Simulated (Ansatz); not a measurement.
**A hypothetical structure for RbRu2N2**

Starting from a made-up structure for RbRu2N2, the aim is the relaxed cell, its shortest contacts and, where a second run follows, its electronic structure.

Method: DFT, PBE, plane-wave PAW, files of the set soft_1, scalar-relativistic, no spin, cell and ions relaxed at zero pressure; PAW set soft_1, in Ansatz 0.2.0.

## 1. Set-up

Symmetry: I4/mmm, No. 139, tetragonal system. Conventional cell: a = 3.970 Å, b = 3.970 Å, c = 12.537 Å, α = 90.00°, β = 90.00°, γ = 90.00°. Ru has 4 N at 2.29 Å nearest. Nearest to Rb lie 8 N at 3.44 Å. N has 4 Ru at 2.29 Å and 4 Rb at 3.44 Å nearest. Farther neighbours and most contacts between anions are not listed.

## 2. Relaxing cell and atoms

The guess takes its coordinates from another compound and its volume from a rule, so the cell and any free coordinates are relaxed together.

input.yaml

```yaml
crystal:
  lattice:
    - [-1.985, 1.985, 6.2685]
    - [1.985, -1.985, 6.2685]
    - [1.985, 1.985, -6.2685]
  atoms:
    - { symbol: Ru, position: [0.25, 0.75, 0.5] }
    - { symbol: Ru, position: [0.75, 0.25, 0.5] }
    - { symbol: Rb, position: [0.0, 0.0, 0.0] }
    - { symbol: "N", position: [0.6583, 0.6583, 0.0] }
    - { symbol: "N", position: [0.3417, 0.3417, 0.0] }
kpoints:
  mp_grid: { grid: [9, 9, 9] }
scf:
  occupations: { method: fermi_dirac, width: 0.05 }
hamiltonian:
  xc: pbe
  pseudopotentials: { kind: paw, azcp: { folder: soft_1 } }
relax:
  f_tol: 0.015
  max_steps: 70
  cell: {}
output:
  forces: true
  stress: true
```

Started as:

```bash
> ansatz run input.yaml --threads 4 --pin off --max-ram 8192MiB --backend cpu --events-out ev --progress --plain --runs-dir out
```

Numbers of over 12 decimals in the logs are rounded to 6 here.

Log:

```text
basis.fft_grid_basis auto: the FFT boxes are laid along the combinations [[1, 0, 1], [0, 1, 1], [0, 0, 1]] of the cell's own vectors, 3.970, 3.970 and 6.868 Å long. The dense box has 27×27×48 points. Along the cell's own vectors, as sized, it would have 48×48×48, 3.16 times as many. Of the 16 symmetry operations that the crystal satisfies within crystal.symmetry.tolerance (time reversal apart; of a slab, those that k [...]
Engine: ansatz 0.2.0, aarch64-unknown-linux-gnu
Pseudopotentials: kind: paw
Pseudopotential: Ru, paw, valence charge 16, recommended cutoff 420 eV (normal), soft_1/Ru.paw.azcp
Pseudopotential: Rb, paw, valence charge 9, recommended cutoff 420 eV (normal), soft_1/Rb.paw.azcp
Pseudopotential: N, paw, valence charge 5, recommended cutoff 420 eV (normal), soft_1/N.paw.azcp
Functional definition: PBE
  parameter kappa = 0.804
  parameter beta = 0.066725
  exchange = pbe_x(kappa = kappa, mu = beta*pi^2/3)
  correlation = pbe_c(beta = beta)
Crystal: 5 atoms, lattice volume = 98.797 Å³
Basis set: ecut = 420 eV, 1937 PW (Γ), FFT grids on a1+a3, a2+a3, a3, exchange–correlation on 54×54×96 points (8 copies of the dense FFT grid, shifted against one another)
Bands: 31, of which v1, the nominal top of the filled ones, is band 26 counted from 1 (25 counted from 0)
Symmetry: 16 space group operations
Space group: I4/mmm (ITA 139), of the structure as read, at distance tolerance 4.6e-5 Å
k-points: 75 of 729
Non-local potential: Ru, projectors of the file, l = 0: 3, l = 1: 2, l = 2: 2, l = 3: 1
Non-local potential: Rb, projectors of the file, l = 0: 3, l = 1: 2, l = 2: 2
Non-local potential: N, projectors of the file, l = 0: 2, l = 1: 2, l = 2: 1
PAW form: soft (Blöchl's): semilocal exchange-correlation on the pseudo side does not see the compensation charge
PAW one-centre angular grid: Ru, 590 points (default); XC on 64 Gauss nodes
PAW one-centre angular grid: Rb, 110 points (default); XC on 64 Gauss nodes
PAW one-centre angular grid: N, 110 points (default); XC on 64 Gauss nodes
Initial density: superposition of atomic densities (chi_scale 0.1, normalization cell, long waves kept (reshape's long-wave potential 0.11 eV rms))
Initial wavefunctions: pseudopotential atomic-orbital guess
Functional: x = pbe(κ = 0.804, μ = 0.219515), c = pbe(β = 0.066725)
SCF iter   1: F=—  HF=-15792.825742 eV  |F-HF|=—  |Δ(HF+E_count)|=         —  Δρ=9.98e-2  dr2=2.03e1  ethr=3.10e-3  ⟨swp⟩=6.1  Hψ=9102  notcnv=0
preconditioner: auto → LDOS  [metal: Δε(μ)=0.016 eV  Ē_g=7.992 eV  σ=0.050 eV  W_gap=0.08  n_scr=24 (ndim 8)  ℏωp=21.5 eV  f_vac=0.015  D(μ)=3.66/eV (n_scr^D=32)  β→1.0]
SCF iter   2: F=—  HF=-15790.981873 eV  |F-HF|=—  |Δ(HF+E_count)|=    1.84e0  Δρ=9.32e-2  dr2=1.33e1  ethr=3.10e-3  ⟨swp⟩=3.4  Hψ=5885  notcnv=0
SCF iter   3: F=—  HF=-15789.658311 eV  |F-HF|=—  |Δ(HF+E_count)|=    1.32e0  Δρ=2.24e-2  dr2=5.99e-1  ethr=3.10e-3  ⟨swp⟩=3.0  Hψ=5302  notcnv=0  defer=30
SCF iter   4: F=—  HF=-15789.556570 eV  |F-HF|=—  |Δ(HF+E_count)|=   1.02e-1  Δρ=4.74e-3  dr2=9.43e-3  ethr=1.18e-3  ⟨swp⟩=2.4  Hψ=3952  notcnv=0  defer=20
SCF iter   5: F=—  HF=-15789.558962 eV  |F-HF|=—  |Δ(HF+E_count)|=   2.39e-3  Δρ=1.51e-3  dr2=2.18e-3  ethr=1.85e-5  ⟨swp⟩=2.1  Hψ=3832  notcnv=0  defer=20
SCF iter   6: F=—  HF=-15789.559358 eV  |F-HF|=—  |Δ(HF+E_count)|=   3.96e-4  Δρ=6.41e-4  dr2=3.63e-4  ethr=4.28e-6  ⟨swp⟩=2.0  Hψ=3061  notcnv=0  defer=20
SCF iter   7: F=—  HF=-15789.559335 eV  |F-HF|=—  |Δ(HF+E_count)|=   2.29e-5  Δρ=9.14e-5  dr2=4.76e-6  ethr=7.12e-7  ⟨swp⟩=2.1  Hψ=3772  notcnv=0  defer=20
SCF iter   8: F=—  HF=-15789.559340 eV  |F-HF|=—  |Δ(HF+E_count)|=   5.11e-6  Δρ=2.64e-5  dr2=2.93e-7  ethr=9.33e-9  ⟨swp⟩=2.5  Hψ=3884  notcnv=0  defer=20
SCF iter   9: F=-15789.559341 eV  HF=-15789.559341 eV  |F-HF|=1.44e-8  |Δ(HF+E_count)|=   7.31e-7  Δρ=4.27e-6  dr2=1.18e-8  ethr=1.96e-10  ⟨swp⟩=4.9  Hψ=7961  notcnv=0
SCF 1 converged in 9 iterations: F = -15789.559341 eV  dr2 = 1.18e-8
  greatest PAW one-centre occupation: 0.999 electrons in one spin orbital (limit 2), on the Ru atom at site 1 (counted from 0), in its partial waves of l = 0
relax step   1: F+E_penalty+E_count = -15789.55934112 eV  Δ(F+E_penalty+E_count) = +0.000e0 eV  max|allowed force component| = 2.930e0 eV/Å  Δτ_max = 0.0000 Å  P = -20.994 GPa  Ω = 98.797 Å³  (9 SCF iters, dr2 threshold 1.00e-7 eV, accepted)
Crystal: 5 atoms, lattice volume = 88.495 Å³
Basis set: ecut = 420 eV, 1721 PW (Γ), FFT grids on a1+a3, a2+a3, a3, exchange–correlation on 54×54×96 points (8 copies of the dense FFT grid, shifted against one another)
Initial density: handed on by an earlier stage of this run
Initial wavefunctions: those handed on with the density
iter 1 solved again at ethr=2.10e-3 eV; its pass at ethr=3.10e-3 eV (dr2=1.07e0 eV) is discarded
SCF iter   1: F=—  HF=-15791.521840 eV  |F-HF|=—  |Δ(HF+E_count)|=         —  Δρ=3.16e-2  dr2=1.07e0  ethr=2.10e-3  ⟨swp⟩=1.0  Hψ=12964  notcnv=0
preconditioner: auto → LDOS  [metal: Δε(μ)=0.022 eV  Ē_g=8.282 eV  σ=0.050 eV  W_gap=0.11  n_scr=24 (ndim 8)  ℏωp=22.7 eV  f_vac=0.075  D(μ)=3.74/eV (n_scr^D=32)  β→1.0]
SCF iter   2: F=—  HF=-15791.455673 eV  |F-HF|=—  |Δ(HF+E_count)|=   6.62e-2  Δρ=2.61e-2  dr2=5.65e-1  ethr=2.10e-3  ⟨swp⟩=2.0  Hψ=4017  notcnv=0  defer=1
SCF iter   3: F=—  HF=-15791.366090 eV  |F-HF|=—  |Δ(HF+E_count)|=   8.96e-2  Δρ=4.44e-3  dr2=1.17e-2  ethr=1.11e-3  ⟨swp⟩=2.0  Hψ=3464  notcnv=0  defer=53
SCF iter   4: F=—  HF=-15791.365767 eV  |F-HF|=—  |Δ(HF+E_count)|=   3.23e-4  Δρ=1.46e-3  dr2=1.70e-3  ethr=2.29e-5  ⟨swp⟩=2.0  Hψ=3253  notcnv=0  defer=53
SCF iter   5: F=—  HF=-15791.365594 eV  |F-HF|=—  |Δ(HF+E_count)|=   1.73e-4  Δρ=4.69e-4  dr2=1.85e-4  ethr=3.32e-6  ⟨swp⟩=2.4  Hψ=3487  notcnv=0  defer=53
SCF iter   6: F=—  HF=-15791.365610 eV  |F-HF|=—  |Δ(HF+E_count)|=   1.60e-5  Δρ=1.06e-4  dr2=7.62e-6  ethr=3.63e-7  ⟨swp⟩=2.0  Hψ=3012  notcnv=0  defer=53
SCF iter   7: F=-15791.365613 eV  HF=-15791.365613 eV  |F-HF|=1.37e-8  |Δ(HF+E_count)|=   2.83e-6  Δρ=2.18e-5  dr2=3.11e-7  ethr=9.80e-10  ⟨swp⟩=3.8  Hψ=9732  notcnv=0
SCF 2 converged in 7 iterations: F = -15791.365613 eV  dr2 = 3.11e-7
  greatest PAW one-centre occupation: 1.000 electrons in one spin orbital (limit 2), on the Ru atom at site 1 (counted from 0), in its partial waves of l = 0
relax step   2: F+E_penalty+E_count = -15791.36561284 eV  Δ(F+E_penalty+E_count) = -1.806e0 eV  max|allowed force component| = 1.208e0 eV/Å  Δτ_max = 0.1324 Å  P = -9.477 GPa  Ω = 88.495 Å³  energy of the carried Pulay correction = +8.958e-3 eV  (7 SCF iters, dr2 threshold 5.00e-7 eV, accepted)
Crystal: 5 atoms, lattice volume = 81.534 Å³
Basis set: ecut = 420 eV, 1577 PW (Γ), FFT grids on a1+a3, a2+a3, a3, exchange–correlation on 54×54×96 points (8 copies of the dense FFT grid, shifted against one another)
iter 1 solved again at ethr=9.79e-4 eV; its pass at ethr=3.10e-3 eV (dr2=4.99e-1 eV) is discarded
SCF iter   1: F=—  HF=-15791.552401 eV  |F-HF|=—  |Δ(HF+E_count)|=         —  Δρ=2.34e-2  dr2=4.99e-1  ethr=9.79e-4  ⟨swp⟩=1.0  Hψ=13061  notcnv=0
preconditioner: auto → LDOS  [metal: Δε(μ)=0.004 eV  Ē_g=9.134 eV  σ=0.050 eV  W_gap=0.02  n_scr=24 (ndim 8)  ℏωp=23.6 eV  f_vac=0.069  D(μ)=3.17/eV (n_scr^D=24)  β→1.0]
SCF iter   2: F=—  HF=-15791.510275 eV  |F-HF|=—  |Δ(HF+E_count)|=   4.21e-2  Δρ=1.83e-2  dr2=1.99e-1  ethr=9.78e-4  ⟨swp⟩=2.2  Hψ=3991  notcnv=0
SCF iter   3: F=—  HF=-15791.469252 eV  |F-HF|=—  |Δ(HF+E_count)|=   4.10e-2  Δρ=4.09e-3  dr2=1.43e-2  ethr=3.90e-4  ⟨swp⟩=2.0  Hψ=4311  notcnv=0  defer=48
SCF iter   4: F=—  HF=-15791.467584 eV  |F-HF|=—  |Δ(HF+E_count)|=   1.67e-3  Δρ=1.64e-3  dr2=2.14e-3  ethr=2.80e-5  ⟨swp⟩=2.6  Hψ=3289  notcnv=0  defer=48
SCF iter   5: F=—  HF=-15791.467146 eV  |F-HF|=—  |Δ(HF+E_count)|=   4.38e-4  Δρ=4.31e-4  dr2=1.59e-4  ethr=4.19e-6  ⟨swp⟩=2.0  Hψ=2897  notcnv=0  defer=48
SCF iter   6: F=—  HF=-15791.467145 eV  |F-HF|=—  |Δ(HF+E_count)|=   1.15e-6  Δρ=7.51e-5  dr2=4.54e-6  ethr=3.12e-7  ⟨swp⟩=2.0  Hψ=3030  notcnv=0  defer=48
SCF iter   7: F=-15791.467145 eV  HF=-15791.467145 eV  |F-HF|=6.85e-8  |Δ(HF+E_count)|=   5.76e-7  Δρ=1.92e-5  dr2=2.52e-7  ethr=9.80e-10  ⟨swp⟩=5.0  Hψ=8804  notcnv=0
SCF 3 converged in 7 iterations: F = -15791.467145 eV  dr2 = 2.52e-7
relax step   3: F+E_penalty+E_count = -15791.46714512 eV  Δ(F+E_penalty+E_count) = -1.015e-1 eV  max|allowed force component| = 1.055e0 eV/Å  Δτ_max = 0.0904 Å  P = +8.596 GPa  Ω = 81.534 Å³  energy of the carried Pulay correction = +1.559e-2 eV  (7 SCF iters, dr2 threshold 5.00e-7 eV, accepted)
[...]
relax step   4: F+E_penalty+E_count = -15791.59958236 eV  Δ(F+E_penalty+E_count) = -1.324e-1 eV  max|allowed force component| = 1.690e-1 eV/Å  Δτ_max = 0.0486 Å  P = -1.095 GPa  Ω = 84.067 Å³  energy of the carried Pulay correction = +1.312e-2 eV  (7 SCF iters, dr2 threshold 5.00e-7 eV, accepted)
[...]
relax step   5: F+E_penalty+E_count = -15791.60311048 eV  Δ(F+E_penalty+E_count) = -3.528e-3 eV  max|allowed force component| = 1.195e-2 eV/Å  Δτ_max = 0.0088 Å  P = +0.024 GPa  Ω = 83.828 Å³  energy of the carried Pulay correction = +1.335e-2 eV  (6 SCF iters, dr2 threshold 5.00e-7 eV, accepted)
[...]
relax step   6: F+E_penalty+E_count = -15791.59387557 eV  Δ(F+E_penalty+E_count) = +9.235e-3 eV  max|allowed force component| = 8.566e-3 eV/Å  Δτ_max = 0.0000 Å  P = -0.051 GPa  Ω = 83.828 Å³  stress off target by 5.61e-2 GPa  SCF on the basis re-selected at this cell (its energy is not comparable with the rows above)  (8 SCF iters)
[...]
relax step   7: F+E_penalty+E_count = -15791.59393079 eV  Δ(F+E_penalty+E_count) = -5.522e-5 eV  max|allowed force component| = 1.299e-3 eV/Å  Δτ_max = 0.0003 Å  P = +0.004 GPa  Ω = 83.794 Å³  energy of the carried Pulay correction = +4.606e-5 eV  (5 SCF iters, dr2 threshold 7.86e-9 eV, accepted)
iter 1 solved again at ethr=1.54e-7 eV; its pass at ethr=3.10e-3 eV (dr2=7.86e-5 eV) is discarded
SCF iter   1: F=—  HF=-15791.593900 eV  |F-HF|=—  |Δ(HF+E_count)|=         —  Δρ=3.00e-6  dr2=6.23e-9  ethr=1.54e-7  ⟨swp⟩=4.1  Hψ=16496  notcnv=0
eigensolver tolerance schedule: the retry pair's looser diagonalisation over-reported the residual by 12611.96 of it (diagonalisation noise at 1.68 of the residual, at the tolerance the schedule requests for it); recorded, not acted on — ethr = c·dr2/N_el stays at c = 1.0e-1
SCF iter   2: F=—  HF=-15791.593894 eV  |F-HF|=—  |Δ(HF+E_count)|=   6.24e-6  Δρ=1.95e-6  dr2=1.43e-9  ethr=1.22e-11  ⟨swp⟩=3.8  Hψ=6597  notcnv=0
SCF iter   3: F=—  HF=-15791.593894 eV  |F-HF|=—  |Δ(HF+E_count)|=  1.33e-10  Δρ=8.05e-7  dr2=4.93e-10  ethr=2.81e-12  ⟨swp⟩=2.0  Hψ=3549  notcnv=0
SCF iter   4: F=-15791.593894 eV  HF=-15791.593894 eV  |F-HF|=1.09e-11  |Δ(HF+E_count)|=  1.09e-11  Δρ=2.83e-7  dr2=3.50e-11  ethr=1.00e-12  ⟨swp⟩=3.0  Hψ=9355  notcnv=0
SCF 8 converged in 4 iterations: F = -15791.593894 eV  dr2 = 3.50e-11
relax step   8: F+E_penalty+E_count = -15791.59389392 eV  Δ(F+E_penalty+E_count) = +3.687e-5 eV  max|allowed force component| = 1.274e-3 eV/Å  Δτ_max = 0.0000 Å  P = +0.004 GPa  Ω = 83.794 Å³  stress off target by 8.16e-3 GPa  SCF on the basis re-selected at this cell (its energy is not comparable with the rows above)  (4 SCF iters)
basis re-selected at this cell: Δ(F+E_penalty+E_count) = +3.687e-5 eV, ΔP = -0.000 GPa vs the last step (what re-selecting the basis moved, of the pressure what is left beyond the Pulay correction that the steps carried, after the strain that the cell walked since its last selection, with what the two solves' SCF thresholds leave and, on support functions, any second-order correction that the steps lacked; it is no m [...]
SCF converged after 4 iterations
Free energy (F): -15791.593894 eV
Harris-Foulkes:  -15791.593894 eV  (|F-HF|=1.09e-11)
Internal energy: -15791.569996 eV  (E = F + TS)
E sigma→0 (E₀):  -15791.581945 eV
Entropy (-TS):   -0.023898 eV (-4.780 meV/atom)
Fermi energy:    11.976353 eV
--- Per-component energies (eV) ---
  E_band       = -469.274294
  E_kinetic    = 1355.670018
  E_local      = -6697.459244  (includes V_loc(G=0)·N_el)
  E_nonlocal   = 1089.338731
  E_hartree    = 2572.821616
  E_xc         = -580.836845
  E_vxc        = -706.970502  (∫ρ·V_xc dr)
  E_paw        = -9882.625250  (= ΣΔE_a)
  E_vpaw       = -655.499556  (= ΣTr[D̂ρ^β])
  E_aug_tail   = 0.003065  (compensation charges beyond the density's cutoff)
  E_ewald      = -3648.482087
  E_smearing   = -0.023898  (= −TS)
  E_closure    = 0.000000  (closes the sum)
  Σ components = -15791.593894   (vs F -15791.593894, Δ=0.00e0)
--- Forces (eV/Å), atoms counted from 1 ---
  atom   1  Ru     0.00000000     0.00000000     0.00000000
  atom   2  Ru     0.00000000     0.00000000     0.00000000
  atom   3  Rb     0.00000000     0.00000000    -0.00000000
  atom   4  N      0.00000000     0.00000000     0.00127428
  atom   5  N      0.00000000     0.00000000    -0.00127428
  max |Σ_I F_I| component: 6.07e-18 eV/Å
--- Stress (GPa, compression-positive) ---
        0.008163      -0.000000       0.000000
       -0.000000       0.008163       0.000000
        0.000000       0.000000      -0.004569
  P = ⅓ Tr σ = 0.0039 GPa (0.039 kbar)
--- Relaxed structure (6 steps of the walk, 6 accepted, 2 SCFs on fresh bases) ---
  F+E_penalty+E_count = -15791.59389392 eV   max|allowed force component| = 1.274e-3 eV/Å   (the final SCF, on the basis selected at the relaxed cell)
  cell:  # Å, volume = 83.7942 Å³
    - [-1.844487, 1.844487, 6.157476]
    - [1.844487, -1.844487, 6.157476]
    - [1.844487, 1.844487, -6.157476]
  atoms:
    - { symbol: Ru, position: [0.250000, 0.750000, 0.500000] }
    - { symbol: Ru, position: [0.750000, 0.250000, 0.500000] }
    - { symbol: Rb, position: [1.1104056707915671e-18, 1.1104056707915673e-18, 0] }
    - { symbol: N, position: [0.672924, 0.672924, 0] }
    - { symbol: N, position: [0.327076, 0.327076, 0] }
```

Elapsed: 24 s, on 4 threads of Arm Neoverse V1, shared host; peak memory 0.53 GiB; 93 s of CPU time.

This run has no spin polarisation although its electron count is odd.

Relaxation path:

| step | energy less that of the first step (eV) | largest force component (eV/Å) | pressure (GPa) | volume (Å³) |
| --- | --- | --- | --- | --- |
| 1 | 0.0000 | 2.9299 | -20.99 | 98.80 |
| 2 | -1.8063 | 1.2079 | -9.48 | 88.50 |
| 3 | -1.9078 | 1.0549 | 8.60 | 81.53 |
| 4 | -2.0402 | 0.1690 | -1.09 | 84.07 |
| 5 | -2.0438 | 0.0119 | 0.02 | 83.83 |
| 6* | -2.0345 | 0.0086 | -0.05 | 83.83 |
| 7 | -2.0346 | 0.0013 | 0.00 | 83.79 |
| 8* | -2.0346 | 0.0013 | 0.00 | 83.79 |

Relaxation steps marked * repeat the geometry before them on a plane-wave basis chosen anew for their cell, so energy and pressure can jump there.

The run keeps the 16 symmetry operations that it works with, so distortions that break them were not tested.

| conventional cell, symmetrised | before | after | change |
| --- | --- | --- | --- |
| a (Å) | 3.970 | 3.689 | -7.1 % |
| b (Å) | 3.970 | 3.689 | -7.1 % |
| c (Å) | 12.537 | 12.315 | -1.8 % |
| volume (Å³/atom) | 19.76 | 16.76 | -15.2 % |

The atoms that moved most (Å, as changes of fractional coordinates times the final cell):

| atom | dx | dy | dz | length |
| --- | --- | --- | --- | --- |
| N4 | 0.000 | 0.000 | 0.180 | 0.180 |
| N5 | 0.000 | 0.000 | -0.180 | 0.180 |

The relaxed structure:

```
Ru Rb N
1.0
    -1.84449    1.84449    6.15748
     1.84449   -1.84449    6.15748
     1.84449    1.84449   -6.15748
Ru Rb N
2 1 2
Cartesian
  1.8445 0.0000 3.0787
  0.0000 1.8445 3.0787
  0.0000 0.0000 0.0000
  0.0000 0.0000 8.2870
  0.0000 0.0000 4.0279
```

Numbers from this step:

- free energy: -15791.5939 eV
- energy at zero smearing: -15791.5819 eV
- smearing term TS: 0.02390 eV
- Fermi energy: 11.98 eV
- electrons: 51
- symmetry operations: 16
- pressure: 0.003919 GPa

Shortest distances by pair of elements, guess and relaxed (not always the same contact):

| pair | guess (Å) | relaxed (Å) |
| --- | --- | --- |
| N–Ru | 2.294 | 2.074 |
| Ru–Ru | 2.807 | 2.608 |
| N–N | 3.629 | 3.226 |
| N–Rb | 3.438 | 3.367 |
| Rb–Ru | 3.710 | 3.589 |

The relaxation ends with a largest force component of 0.0013 eV/Å and a pressure of 0.00 GPa.

## 3. What came out

| Property | Result |
| --- | --- |
| space group, relaxed | I4/mmm |
| conventional cell | a = 3.689, b = 3.689, c = 12.315 Å; α = 90.0°, β = 90.0°, γ = 90.0° |
| volume per atom | 16.76 Å³ (guess 19.76) |

What this shows: RbRu2N2 relaxes to I4/mmm with a = 3.689, b = 3.689 and c = 12.315 Å. The guessed volume was 18 % too large. The space group I4/mmm was held in the relaxation, so the end point is a stationary structure within it and may be a saddle against distortions or other arrangements. Mesh and cutoff weren't tested. No dispersion term is used, so weakly bound directions may come out too long. The runs have no spin, and magnetism wasn't tested. Nothing here tests whether the compound is stable against decomposition.

[Logs are printed without paths, hosts, clocks, repeated set-up lines and the standing remarks that a program may print on its own settings, such as how far it seeks lower states.]

[Hosts, paths, dates, database ids (printed as entryN), source tags and the programs' standing remarks are cut or masked in the printed files.]
